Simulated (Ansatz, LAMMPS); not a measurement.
# Gap against volume in glassy 77SiO2-6B2O3-8CaO-8MgO (mol %) (142 atoms)

Density of this cell: 2.46 g/cm³. The cell holds 142 atoms: 37 Si, 6 B, 4 Ca, 4 Mg and 91 O. Its edges and angles: a = 12.450 Å, b = 12.092 Å, c = 12.668 Å, α = 90.8°, β = 90.8°, γ = 92.2°. The starting structure: 142 atoms (37 Si, 6 B, 4 Ca, 4 Mg, 91 O) placed at random at 2.31 g/cm³, melted at 3000 K for 20 ps at fixed volume with the Buckingham and Coulomb pair potential of Guillot and Sator (Geochim. Cosmochim. Acta 71, 1249 (2007)) with the boron terms of Wang et al. (J. Non-Cryst. Solids 498, 294 (2018)). Quenched from 3000 K to 300 K at 1000 K/ps and fixed volume, held 10 ps at zero pressure.

Calculated with Ansatz 0.2.0: Kohn-Sham DFT, PBE, PAW (set soft_2), plane waves; cutoff 420 eV, Γ point, fixed occupations. The relaxed cell was scaled evenly and the atoms were relaxed at each volume. The gap is that between the highest filled and the lowest empty Kohn-Sham level on the run's k-points.

| volume (Å³/atom) | gap (eV) |
| --- | --- |
| 12.075 | 3.425 |
| 12.612 | 3.241 |
| 13.015 | ? |
| 13.417 | 3.133 |
| 13.820 | 3.158 |
| 14.222 | 3.162 |

Task: Fit a straight line in ln V to the rows given and interpolate to the withheld row.

Worked fit:

A volume deformation potential makes the spacing linear in u = ln(V/V0), with V0 = 13.417 Å³ the relaxed volume; v is the spacing.

```
u = ln(V/V0)  v (eV)
   -0.105361  3.4254
  -0.0618752  3.2408
           0   3.133
   0.0295590  3.1583
   0.0582689   3.162
```

With n = 5: mean u = -0.0158817, mean v = 3.22390, Σ(u − ū)² = 0.017937, Σ(u − ū)(v − v̄) = -0.027822. Slope b = -0.027822 / 0.017937 = -1.5511; intercept a = v̄ − b ū = 3.1993.

At the withheld volume u = -0.03046, and v = a + b u.

Prediction at 13.015: 3.247 eV. The run gave 3.175 eV, so the fit is high by 0.072 eV (2.3 % of the value).

The rows follow a line only loosely (correlation 0.83 in size over all rows, under the 0.97 asked here), so the slope of -1.55 eV is a mean trend and no deformation potential. Among the rows given, the largest miss of the fit is at 13.417, by 0.066 eV (23 % of the range of the table).

Limits: The table spans 16 % in volume, wide for a linear law. Semilocal functionals tend to put gaps under measured ones. Only the Γ point is sampled. Atoms move by up to 0.7 Å in these relaxations, so the structure changes along the series. Defect or tail levels can set the spacing of a disordered cell.

[Logs are printed without paths, hosts, clocks, repeated set-up lines and the standing remarks that a program may print on its own settings, such as how far it seeks lower states.]

[Hosts, paths, dates, database ids (printed as entryN), source tags and the programs' standing remarks are cut or masked in the printed files.]
